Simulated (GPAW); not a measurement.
Consider CsGeCl3 (R3m).

```
Cs Ge Cl
1.0
     3.84682    2.22096    3.17830
    -3.84682    2.22096    3.17830
     0.00000   -4.44192    3.17830
Cs Ge Cl
1 1 3
Direct
  0.99840 0.99840 0.99840
  0.51553 0.51553 0.51553
  0.94864 0.49671 0.49671
  0.49671 0.94864 0.49671
  0.49671 0.49671 0.94864
```

Absorber: atom 2, with 3 Cl at 2.37 Å (pyramidal, site symmetry 3m). Method: GPAW, LDA, full core hole (charged cell), 10-atom cell with 7.7 Å between holes, 3×3×3 k points, dipole transitions, Gaussian full width 1.96 eV up to 4 eV, rising linearly to 3.5 eV at 25 eV.

**Question.** What does the Ge K edge look like?

Main maxima up to 30 eV above the zero (height): 0.6 eV (4.92) and 15.4 eV (0.92). A K edge sees empty p states on the absorber. 

The Ge K spectrum (energy from the lowest empty level; intensity scaled to a mean of 1 over the first 20 eV; polarised curves are means over the symmetry-equivalent atoms):

```csv
E (eV),isotropic,ε ⊥ c,ε ∥ c
-2.0,0.05,0.05,0.05
-1.0,0.83,0.85,0.79
0.0,3.67,3.77,3.46
1.0,4.67,4.84,4.33
2.0,1.89,1.96,1.75
3.0,1.00,1.01,0.99
4.0,0.87,0.89,0.82
5.0,0.43,0.44,0.40
6.0,0.29,0.30,0.28
7.0,0.31,0.32,0.27
8.0,0.45,0.47,0.40
9.0,0.56,0.54,0.58
10.0,0.57,0.48,0.74
11.0,0.59,0.49,0.80
12.0,0.64,0.60,0.70
13.0,0.70,0.74,0.63
14.0,0.81,0.87,0.69
15.0,0.90,0.97,0.78
16.0,0.90,0.94,0.81
17.0,0.78,0.79,0.77
18.0,0.70,0.68,0.75
19.0,0.71,0.68,0.78
20.0,0.74,0.73,0.77
21.0,0.75,0.75,0.73
22.0,0.72,0.73,0.69
23.0,0.66,0.67,0.64
24.0,0.61,0.62,0.60
25.0,0.59,0.60,0.58
26.0,0.58,0.58,0.59
27.0,0.58,0.56,0.62
28.0,0.61,0.57,0.68
29.0,0.67,0.64,0.75
30.0,0.75,0.73,0.79
31.0,0.79,0.79,0.80
32.0,0.77,0.77,0.78
```

The script folds with a Gaussian, whereas the core hole's own line is a Lorentzian, so the onset is too steep and the first peak too high. The mesh is coarse (0.33 Å⁻¹ between points), so small maxima may be mesh ripples. Lifetime broadening is put in by hand, and intensities beyond about 20 eV depend on it and on the partial waves; weight that the partial waves miss at high energy is lost. The structure is a computed Materials Project entry and may be a hypothetical form.

[Banner, clock and machine lines of the logs are left out without a mark of their own.]

[Logs are printed without paths, hosts, clocks, repeated set-up lines and the standing remarks that a program may print on its own settings, such as how far it seeks lower states.]

[Hosts, paths, dates, database ids (printed as entryN), source tags and the programs' standing remarks are cut or masked in the printed files.]

[Lists of maxima count a maximum above −3 eV only where it reaches 4 % of the highest in the window and stands out from its surroundings by 2 % of it (1.5 % where it reaches 55 %); shoulders and weaker maxima are passed over, and of the rest the first, up to two pre-edge ones and the few strongest are named.]
